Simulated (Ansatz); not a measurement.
# YLuSeO2: complex band structure, part 2 of 4

Aim: relax a made-up compound, YLuSeO2, and see how good a tunnel barrier it would be. It is built by putting Y for part of the Lu in the Lu2SeO2 structure of space group P-3m1, with the volume rescaled by atomic radii. The parent structure comes from the Materials Project.

Ansatz 0.2.0; PBEsol DFT, plane waves, PAW files (the session's first sound run).

So far. Step 2 (Relaxing the new crystal): The largest force component on a free atom ends at 0.0030 eV/Å.

The structure was built from a prototype and need not be the compound's stable phase.

**3. Band edges**

The energy window and the wavevectors of the next steps follow from the band edges, so these are searched first, off the mesh as well.

input.yaml

```yaml
crystal:
  lattice:
    - [3.7586202521, 0.0, 0.0]
    - [-1.879310126, 3.2550606215, 0.0]
    - [0.0, 0.0, 6.6906121068]
  atoms:
    - { symbol: Lu, position: [0.3333333333, 0.6666666667, 0.2917458019] }
    - { symbol: "Y", position: [0.6666666667, 0.3333333333, 0.7100662852] }
    - { symbol: Se, position: [0.0, 0.0, 0.0044091837] }
    - { symbol: O, position: [0.3333333333, 0.6666666667, 0.6230350393] }
    - { symbol: O, position: [0.6666666667, 0.3333333333, 0.3707436899] }
kpoints:
  mp_grid: { grid: [8, 8, 4] }
  band_path: { path: [VBM, CBM], npoints: 30 }
scf:
  occupations: { method: fixed }
hamiltonian:
  xc: pbesol
output:
  eigenvalues: true
  write_potential: true
  write_density: true
  volumetric_format: npy
  elf: true
```

Command:

```
$ ansatz run input.yaml --threads 2 --pin off --max-ram 4096MiB --backend cpu --events-out ev --progress --plain --runs-dir out
```

Numbers of over 12 decimals in the logs are rounded to 6 here.

Log:

```text
[...]
Crystal: 5 atoms, lattice volume = 81.857 Å³
Basis set: ecut = 420 eV, 1607 PW (Γ)
Bands: 39, of which v1, the nominal top of the filled ones, is band 32 counted from 1 (31 counted from 0)
Symmetry: 6 space group operations
[...]
k-points: 35 of 256 (time reversal used)
[...]
SCF iter   1: F=—  HF=-24963.076137 eV  |F-HF|=—  |Δ(HF+E_count)|=         —  Δρ=1.30e-2  dr2=1.24e-1  ethr=1.77e-3  ⟨swp⟩=5.4  Hψ=5124  notcnv=0  defer=130
[...]
SCF iter   8: F=-24963.045834 eV  HF=-24963.045834 eV  |F-HF|=5.09e-8  |Δ(HF+E_count)|=   2.08e-7  Δρ=9.71e-6  dr2=5.72e-8  ethr=1.56e-10  ⟨swp⟩=9.9  Hψ=8285  notcnv=0
SCF 1 converged in 8 iterations: F = -24963.045834 eV  dr2 = 5.72e-8
[...]
NSCF: frozen V_eff on 34 k-points
[...]
SCF converged after 8 iterations
Free energy (F): -24963.045834 eV
[...]
Internal energy: -24963.045834 eV  (E = F + TS)
E sigma→0 (E₀):  -24963.045834 eV
Fermi energy:    12.125340 eV
[...]
--- Band table (eV; the first three rows and the last of 35) ---
  k-point 0: bands = [... 28 lower, 8.7443, 11.1633, 12.0295, 12.0295, 14.2524, 15.8300, 15.8300, 16.3984, ... 3 higher]
  k-point 1: bands = [... 28 lower, 8.9492, 10.6592, 12.0759, 12.0759, 14.6469, 16.0047, 16.0047, 16.4630, ... 3 higher]
  k-point 2: bands = [... 28 lower, 9.5369, 9.8458, 12.1253, 12.1253, 15.2302, 16.0097, 16.2754, 16.2754, ... 3 higher]
  k-point 34: bands = [... 28 lower, 9.6405, 9.8512, 10.1412, 10.4869, 14.9117, 15.5599, 16.3476, 16.9618, ... 3 higher]
```

Elapsed: 6.6 s, on 2 threads of AMD EPYC 9R45, shared host; peak memory 0.49 GiB; 13 s of CPU time.

Numbers from this step:

* free energy: -24963.0458 eV
* Fermi energy: 12.13 eV
* gap on the k-mesh: 2.127 eV
* gap on path: 2.039 eV, by band count; negative where bands overlap
* direct gap on path: 3.105 eV
* edge places on path: 0, 1.209 1/A along the path

The electronic bands at the labelled points (eV, zero at the Fermi level (highest filled level under fixed occupations); v1 is the highest filled band, c1 the lowest empty one):

```
  point     v4     v3     v2     v1    c1    c2    c3    c4
    VBM  -2.59  -2.28   0.00   0.00  3.10  3.88  4.15  4.15
halfway  -2.87  -1.96  -1.47  -1.07  3.20  4.15  4.52  4.89
    CBM  -2.76  -2.37  -2.35  -2.08  2.04  4.55  5.02  5.21
```

Electrostatic potential energy in the ac plane at fractional y = 0.333, with atoms of Y and O within 0.2 Å of it. With pseudopotentials it is smooth inside the atoms' cores, unlike the true potential.

Values in eV, 24 rows by 14 columns, each cell a mean:
```
 13  11  10  11  12  14  15  15  14  14  14  15  15  14
 13  13  12  13  13  14  13  13  12  11  11  12  13  14
 13  14  14  14  14  13  11   8   6   4   5   7  10  12
 13  14  15  14  13  11   6   0  -9 -14 -12  -4   4   9
 11  14  15  14  12   8  -1 -16 -30 -35 -33 -22  -6   5
 10  13  14  14  11   5 -11 -30 -42 -43 -43 -36 -19   0
  9  13  14  13  11   4 -15 -35 -43 -43 -43 -40 -23  -3
 10  13  14  14  11   5 -12 -31 -42 -43 -43 -37 -20  -1
 11  13  14  14  12   8  -3 -20 -34 -38 -37 -26  -9   4
 13  14  15  14  13  11   5  -3 -13 -19 -17  -7   3   9
 14  15  15  15  14  13  11   8   5   3   4   7  10  12
 14  15  15  15  14  14  13  12  11  10  11  12  13  14
 14  13  13  13  14  14  14  11   1  -7  -4   8  14  14
 13  11  11  11  12  13  13   1 -20 -28 -25  -8  11  14
 11   9   7   8  10  12  10  -8 -31 -42 -36 -18   5  12
  9   6   4   5   7  10  10  -5 -27 -37 -32 -15   7  11
  8   5   2   3   6  10  12   7 -11 -19 -16   1  12  11
  8   6   4   4   7  10  13  14  12   9  11  14  14  12
 10   8   7   7   9  11  14  15  16  16  16  16  14  13
 12  11  10  10  11  13  15  16  16  16  17  16  15  14
 13  12  11  12  13  14  15  16  17  17  17  16  16  15
 13  12  11  12  13  14  16  16  17  17  17  16  16  15
 13  11   9  10  12  14  16  16  16  16  16  16  16  15
 12  10   8   9  12  14  15  16  16  16  16  16  16  15
```
Columns run along a (3.8 Å; values clipped at the 3rd and 97th percentile), rows up along c (6.7 Å). Atoms in or near the plane, at fractional coordinates: Y at (0.67, 0.71), O at (0.67, 0.37).

Valence density in the ac plane at fractional y = 0.333, with atoms of Y and O within 0.2 Å of it. It is the smooth field of the valence electrons, not physical close to the nuclei.

Values in e/Å³, 24 rows by 14 columns, each cell a mean:
```
0.3 0.4 0.4 0.4 0.3 0.2 0.1 0.1 0.1 0.1 0.1 0.1 0.1 0.2
0.2 0.3 0.3 0.3 0.2 0.2 0.1 0.1 0.1 0.1 0.1 0.1 0.1 0.2
0.2 0.2 0.2 0.2 0.2 0.2 0.2 0.2 0.2 0.3 0.3 0.2 0.2 0.2
0.1 0.1 0.1 0.1 0.1 0.1 0.2 0.5 0.8 1.0 1.0 0.6 0.3 0.2
0.1 0.1 0.1 0.1 0.1 0.2 0.5 1.1 2.1 2.6 2.4 1.5 0.7 0.3
0.2 0.1 0.1 0.1 0.1 0.3 0.9 2.1 3.3 3.6 3.6 2.7 1.3 0.5
0.2 0.2 0.2 0.2 0.2 0.3 1.1 2.5 3.6 3.4 3.6 3.1 1.6 0.6
0.2 0.2 0.2 0.2 0.2 0.3 1.0 2.2 3.4 3.6 3.6 2.8 1.4 0.5
0.2 0.2 0.2 0.2 0.2 0.2 0.6 1.4 2.4 2.9 2.7 1.8 0.8 0.3
0.2 0.2 0.2 0.2 0.2 0.2 0.3 0.6 1.1 1.3 1.2 0.7 0.4 0.2
0.1 0.1 0.2 0.2 0.1 0.1 0.2 0.2 0.4 0.5 0.5 0.3 0.2 0.1
0.1 0.1 0.1 0.1 0.1 0.1 0.2 0.3 0.5 0.6 0.5 0.4 0.2 0.1
0.1 0.1 0.1 0.1 0.1 0.1 0.3 0.7 1.4 1.9 1.7 0.9 0.4 0.2
0.1 0.1 0.1 0.1 0.1 0.2 0.5 1.3 3.2 4.7 4.1 1.9 0.7 0.3
0.2 0.2 0.2 0.2 0.2 0.3 0.7 2.0 5.0 6.9 6.1 3.0 1.0 0.4
0.2 0.2 0.3 0.3 0.2 0.3 0.6 1.7 4.4 6.1 5.4 2.6 0.9 0.4
0.2 0.3 0.4 0.3 0.3 0.3 0.4 1.0 2.2 3.1 2.7 1.4 0.6 0.3
0.2 0.3 0.3 0.3 0.2 0.2 0.2 0.4 0.6 0.8 0.7 0.5 0.3 0.2
0.2 0.2 0.3 0.2 0.2 0.1 0.1 0.2 0.2 0.3 0.3 0.2 0.1 0.1
0.2 0.2 0.2 0.2 0.2 0.1 0.1 0.1 0.1 0.1 0.1 0.1 0.1 0.1
0.2 0.2 0.3 0.2 0.2 0.1 0.1 0.1 0.1 0.1 0.1 0.1 0.1 0.1
0.2 0.3 0.3 0.3 0.3 0.2 0.1 0.1 0.1 0.0 0.0 0.1 0.1 0.1
0.3 0.4 0.4 0.4 0.3 0.2 0.1 0.1 0.1 0.0 0.1 0.1 0.1 0.2
0.3 0.4 0.4 0.4 0.3 0.2 0.1 0.1 0.1 0.1 0.1 0.1 0.1 0.2
```
Columns run along a (3.8 Å), rows up along c (6.7 Å). Atoms in or near the plane, at fractional coordinates: Y at (0.67, 0.71), O at (0.67, 0.37).

ELF in the ac plane at fractional y = 0.333, with atoms of Y and O within 0.2 Å of it. It is the smooth field of the valence electrons, not physical close to the nuclei.

Values, 24 rows by 14 columns, each cell a mean:
```
0.70 0.74 0.76 0.75 0.73 0.63 0.41 0.19 0.07 0.04 0.06 0.14 0.33 0.54
0.63 0.70 0.72 0.72 0.68 0.53 0.28 0.11 0.06 0.04 0.05 0.09 0.21 0.43
0.44 0.55 0.59 0.58 0.49 0.29 0.13 0.11 0.19 0.25 0.23 0.14 0.12 0.21
0.19 0.29 0.34 0.31 0.22 0.12 0.16 0.39 0.63 0.72 0.69 0.50 0.23 0.11
0.08 0.12 0.14 0.13 0.09 0.10 0.39 0.72 0.84 0.85 0.85 0.79 0.54 0.19
0.07 0.09 0.12 0.10 0.07 0.18 0.62 0.83 0.79 0.68 0.74 0.84 0.74 0.34
0.08 0.15 0.23 0.20 0.11 0.22 0.68 0.84 0.70 0.46 0.59 0.82 0.79 0.40
0.12 0.29 0.43 0.37 0.19 0.19 0.60 0.83 0.78 0.65 0.72 0.84 0.74 0.33
0.16 0.39 0.54 0.47 0.26 0.14 0.40 0.74 0.84 0.84 0.84 0.81 0.56 0.19
0.17 0.41 0.53 0.47 0.28 0.11 0.15 0.39 0.61 0.68 0.66 0.49 0.23 0.08
0.13 0.29 0.40 0.35 0.20 0.09 0.07 0.11 0.19 0.24 0.22 0.14 0.08 0.06
0.09 0.15 0.21 0.18 0.11 0.09 0.16 0.30 0.42 0.47 0.45 0.35 0.21 0.10
0.08 0.06 0.06 0.06 0.07 0.18 0.46 0.69 0.80 0.82 0.82 0.75 0.57 0.28
0.10 0.04 0.04 0.04 0.07 0.27 0.62 0.79 0.77 0.70 0.74 0.80 0.71 0.43
0.10 0.06 0.07 0.07 0.08 0.28 0.66 0.80 0.64 0.39 0.52 0.78 0.76 0.46
0.09 0.10 0.15 0.14 0.10 0.23 0.61 0.80 0.71 0.53 0.62 0.80 0.73 0.38
0.08 0.14 0.21 0.19 0.12 0.15 0.48 0.75 0.81 0.78 0.80 0.80 0.62 0.25
0.07 0.12 0.18 0.16 0.10 0.09 0.26 0.53 0.71 0.76 0.74 0.63 0.37 0.13
0.07 0.10 0.12 0.11 0.08 0.07 0.11 0.25 0.42 0.50 0.47 0.32 0.16 0.07
0.15 0.18 0.19 0.19 0.16 0.12 0.08 0.08 0.11 0.13 0.12 0.09 0.08 0.10
0.38 0.44 0.46 0.45 0.40 0.29 0.15 0.07 0.05 0.04 0.04 0.06 0.12 0.24
0.60 0.68 0.71 0.70 0.64 0.51 0.29 0.13 0.05 0.04 0.04 0.10 0.23 0.42
0.70 0.75 0.78 0.77 0.73 0.62 0.40 0.19 0.08 0.05 0.06 0.15 0.33 0.53
0.71 0.76 0.78 0.77 0.74 0.65 0.44 0.22 0.09 0.05 0.07 0.17 0.36 0.57
```
Columns run along a (3.8 Å), rows up along c (6.7 Å). Atoms in or near the plane, at fractional coordinates: Y at (0.67, 0.71), O at (0.67, 0.37).

The searched edges give 2.04 eV, under the 2.13 eV of the mesh, which misses an edge.

**4. Complex bands, plane (101), k-mesh 8×8×8**

This step: PBEsol DFT, plane waves, PAW files; complex bands by layer matching along the plane's normal (Ansatz 0.2.0).

The same crystal is laid in a cell whose first two vectors span the (101) plane (indices of the standard conventional cell, whose axes can be ordered otherwise than in the bulk input). At fixed energy and wavevector in the plane the solver finds all kz, real and complex. A few wavevectors are listed, (0, 0), (-0.3333, 0.3333) and (-0.5, 0) in units of the plane's reciprocal vectors; the slowest state needn't be among them.

input.yaml

```yaml
crystal:
  lattice:
    - [7.674080829, 0.0, 0.0]
    - [0.920450704, 3.644172979, 0.0]
    - [1.840901408, 1.47335325, 2.927035771]
  atoms:
    - { symbol: Lu, position: [0.7082541981, 0.3333333333, 0.6250791352] }
    - { symbol: "Y", position: [0.2899337148, 0.6666666667, 0.3767329519] }
    - { symbol: Se, position: [0.9955908163, 0.0, 0.0044091837] }
    - { symbol: O, position: [0.3769649607, 0.3333333333, 0.9563683726] }
    - { symbol: O, position: [0.6292563101, 0.6666666667, 0.0374103566] }
kpoints:
  mp_grid: { grid: [8, 8, 8] }
scf:
  occupations: { method: fixed }
hamiltonian:
  xc: pbesol
output:
  eigenvalues: true
  transmission:
    leads: [[0, 0]]
    kpoints: [[0.0, 0.0], [-0.3333, 0.3333], [-0.5, 0.0]]
    e_range: [-1.0, 3.04]
    de: 0.08
```

Log:

```text
[...]
Crystal: 5 atoms, lattice volume = 81.857 Å³
Basis set: ecut = 420 eV, 1607 PW (Γ)
Bands: 39, of which v1, the nominal top of the filled ones, is band 32 counted from 1 (31 counted from 0)
Symmetry: 6 space group operations
[...]
k-points: 65 of 512 (time reversal used)
[...]
SCF iter   1: F=—  HF=-24963.076223 eV  |F-HF|=—  |Δ(HF+E_count)|=         —  Δρ=1.30e-2  dr2=1.24e-1  ethr=1.77e-3  ⟨swp⟩=5.2  Hψ=9504  notcnv=0  defer=242
[...]
SCF iter   9: F=-24963.045905 eV  HF=-24963.045905 eV  |F-HF|=7.08e-9  |Δ(HF+E_count)|=   9.15e-9  Δρ=5.02e-6  dr2=2.21e-8  ethr=1.56e-10  ⟨swp⟩=11.6  Hψ=12348  notcnv=0
SCF 1 converged in 9 iterations: F = -24963.045905 eV  dr2 = 2.21e-8
[...]
transmission: 6 of 18 steps passed
transmission: 12 of 18 steps passed
transmission: 18 of 18 steps passed
SCF converged after 9 iterations
Free energy (F): -24963.045905 eV
[...]
Internal energy: -24963.045905 eV  (E = F + TS)
E sigma→0 (E₀):  -24963.045905 eV
Fermi energy:    12.125350 eV
[...]
--- Band table (eV; the first three rows and the last of 65) ---
  k-point 0: bands = [... 28 lower, 8.7449, 11.1632, 12.0295, 12.0295, 14.2524, 15.8300, 15.8300, 16.3985, ... 3 higher]
  k-point 1: bands = [... 28 lower, 9.0432, 10.8139, 11.3629, 11.8649, 14.7782, 15.9128, 16.1794, 16.9230, ... 3 higher]
  k-point 2: bands = [... 28 lower, 9.0877, 10.3198, 10.9326, 11.4788, 15.4101, 16.0637, 16.2620, 16.9738, ... 3 higher]
  k-point 64: bands = [... 28 lower, 9.5370, 9.8458, 12.1253, 12.1253, 15.2302, 16.0096, 16.2754, 16.2754, ... 3 higher]
--- Transmission ---
  basis      : 247 plane waves across, 6 finite elements along
  points     : 3, as listed
  energies   : 51 from -1.000000 to 3.000000 eV about the Fermi level, 0.080000 eV apart; the leads are filled to 1.063519 eV, and channels, transmission and decay are at 1.080000 eV
  crystal 0  : Lu1O2Se1Y1, at the sites [0, 0], period 2.9270 Å: whole cells are its period
    offset         : up to 0.0000 Å between an atom of the period and one for which it stands
    channels       : 0.000000e0 a spin
    conductance    : none, the energies end too early or step too widely for 300 K: set another output.transmission.e_range or a lower de, or, where they end at an eighth of basis.ecutwfc, a higher one
    slowest decay  : 0.2155 /Å at (0.0000, 0.0000)
```

Run time: 34 s. Hardware: 2 threads; peak memory 0.84 GiB.

Numbers from this step:

| Property | Result |
| --- | --- |
| free energy | -24963.0459 eV |
| level to which the leads are filled | 1.064 eV from the Fermi level |
| decay constant at the filling level, zone centre | 0.2155 Å⁻¹ |
| decay constant at the filling level, slowest listed point | 0.2155 Å⁻¹ |

K parallel (0, 0); values up to 1.5 1/Å, a degenerate pair printed once or twice; energies at which all values exceed this have no row. Im kz of the slowest decaying states against energy, zero at the highest filled level on the SCF mesh:

```csv
energy (eV),decay 1 (Å⁻¹),decay 2 (Å⁻¹),decay 3 (Å⁻¹),decay 4 (Å⁻¹)
-1.00,0.289,0.495,0.608,0.635
-0.84,0.184,0.308,0.516,0.622
-0.68,0.276,0.325,0.533,0.639
-0.52,0.330,0.340,0.548,0.656
-0.36,0.352,0.361,0.561,0.672
-0.20,0.363,0.379,0.572,0.679
-0.04,0.0599,0.147,0.372,0.387
0.12,0.113,0.274,0.380,0.389
0.28,0.145,0.342,0.386,0.387
0.44,0.167,0.381,0.386,0.391
0.60,0.184,0.372,0.395,0.416
0.76,0.198,0.361,0.398,0.436
0.92,0.208,0.347,0.399,0.449
1.08,0.216,0.331,0.400,0.457
1.24,0.220,0.313,0.399,0.461
1.40,0.221,0.294,0.398,0.461
1.56,0.216,0.276,0.395,0.459
1.72,0.197,0.262,0.392,0.454
1.88,0.161,0.256,0.387,0.446
2.04,0.0990,0.252,0.381,0.436
2.20,0.248,0.373,0.423,0.543
2.36,0.244,0.363,0.409,0.528
2.52,0.239,0.350,0.391,0.512
2.68,0.233,0.334,0.371,0.494
2.84,0.225,0.312,0.347,0.461
3.00,0.216,0.279,0.319,0.419
```

K parallel (0, 0). Table of Re kz of states that move upwards by energy, zero at the highest filled level on the SCF mesh:

```
energy (eV)  channel 1 (Å⁻¹)  channel 2 (Å⁻¹)  channel 3 (Å⁻¹)
      -1.00           -0.754           -0.389          -0.0968
      -0.92           -0.702           -0.341                -
      -0.76           -0.605           -0.267                -
      -0.68           -0.557           -0.239                -
      -0.60           -0.508           -0.213                -
      -0.44           -0.405           -0.165                -
      -0.36           -0.348           -0.141                -
      -0.28           -0.285           -0.115                -
      -0.12          -0.0986          -0.0399                -
      -0.04                -                -                -
       0.12                -                -                -
       0.20                -                -                -
       0.28                -                -                -
       0.44                -                -                -
       0.52                -                -                -
       0.60                -                -                -
       0.76                -                -                -
       0.84                -                -                -
       0.92                -                -                -
       1.08                -                -                -
       1.16                -                -                -
       1.24                -                -                -
       1.40                -                -                -
       1.48                -                -                -
       1.56                -                -                -
       1.72                -                -                -
       1.80                -                -                -
       1.88                -                -                -
       2.04                -                -                -
       2.12                -                -                -
       2.28            0.137                -                -
       2.36            0.171                -                -
       2.44            0.200                -                -
       2.60            0.252                -                -
       2.68            0.277                -                -
       2.76            0.300                -                -
       2.92            0.349                -                -
       3.00            0.374                -                -
```

K parallel (-0.3333, 0.3333); values up to 1.5 1/Å, a degenerate pair printed once or twice; energies at which all values exceed this have no row. Table of Im kz of the slowest decaying states by energy, zero at the highest filled level on the SCF mesh:

```
energy (eV)  decay 1 (Å⁻¹)  decay 2 (Å⁻¹)  decay 3 (Å⁻¹)  decay 4 (Å⁻¹)
      -1.00          0.149          0.293          0.293          0.451
      -0.84          0.162          0.162          0.332          0.454
      -0.68          0.245          0.245          0.371          0.455
      -0.52          0.285          0.285          0.407          0.455
      -0.36          0.312          0.312          0.436          0.452
      -0.20          0.332          0.332          0.447          0.459
      -0.04          0.348          0.348          0.441          0.479
       0.12          0.361          0.361          0.433          0.495
       0.28          0.371          0.371          0.423          0.508
       0.44          0.379          0.379          0.412          0.519
       0.60          0.386          0.386          0.398          0.528
       0.76          0.382          0.391          0.391          0.535
       0.92          0.364          0.394          0.394          0.540
       1.08          0.343          0.396          0.396          0.542
       1.24          0.319          0.396          0.396          0.544
       1.40          0.291          0.395          0.395          0.543
       1.56          0.256          0.393          0.393          0.541
       1.72          0.213          0.389          0.389          0.538
       1.88          0.154          0.383          0.383          0.533
       2.04          0.376          0.376          0.527          0.527
       2.20          0.367          0.367          0.520          0.520
       2.36          0.355          0.355          0.512          0.512
       2.52          0.341          0.341          0.493          0.493
       2.68          0.323          0.323          0.462          0.462
       2.84          0.301          0.301          0.426          0.426
       3.00          0.273          0.273          0.385          0.385
```

K parallel (-0.5, 0); values up to 1.5 1/Å, a degenerate pair printed once or twice; energies at which all values exceed this have no row. The Im kz of the slowest decaying states by energy, zero at the highest filled level on the SCF mesh:

```
energy (eV)  decay 1 (Å⁻¹)  decay 2 (Å⁻¹)  decay 3 (Å⁻¹)  decay 4 (Å⁻¹)
      -1.00          0.283          0.331          0.474          0.701
      -0.84          0.299          0.350          0.502          0.699
      -0.68          0.311          0.364          0.524          0.696
      -0.52          0.321          0.376          0.541          0.692
      -0.36          0.330          0.385          0.556          0.688
      -0.20          0.336          0.391          0.567          0.683
      -0.04          0.341          0.396          0.577          0.678
       0.12          0.107          0.146          0.345          0.399
       0.28          0.159          0.215          0.347          0.400
       0.44          0.193          0.260          0.349          0.399
       0.60          0.219          0.294          0.349          0.397
       0.76          0.238          0.320          0.348          0.393
       0.92          0.254          0.340          0.346          0.387
       1.08          0.266          0.343          0.357          0.380
       1.24          0.276          0.338          0.370          0.371
       1.40          0.283          0.333          0.358          0.382
       1.56          0.288          0.326          0.343          0.391
       1.72          0.290          0.317          0.325          0.397
       1.88          0.291          0.303          0.307          0.402
       2.04          0.276          0.290          0.294          0.406
       2.20          0.242          0.279          0.286          0.408
       2.36          0.195          0.260          0.280          0.410
       2.52          0.123          0.236          0.271          0.410
       2.68          0.203          0.256          0.409          0.504
       2.84          0.150          0.234          0.409          0.478
       3.00          0.192          0.410          0.450          0.487
```

At the listed wavevectors the last open channel is at -0.04 eV and the next at +2.04 eV on the grid. At +1.08 eV, the grid energy nearest the filling level (the middle of the gap on the SCF mesh), the slowest state at the listed wavevectors decays with κ = 0.215 Å⁻¹, its amplitude falling by e over 4.6 Å. Through 1 nm of this crystal that state's transmission falls by exp(−2 × 0.215 Å⁻¹ × 10 Å) = 0.013.

(Continued in part 3 of 4.)

[Logs are printed without paths, hosts, clocks, repeated set-up lines and the standing remarks that a program may print on its own settings, such as how far it seeks lower states.]

[Hosts, paths, dates, database ids (printed as entryN), source tags and the programs' standing remarks are cut or masked in the printed files.]
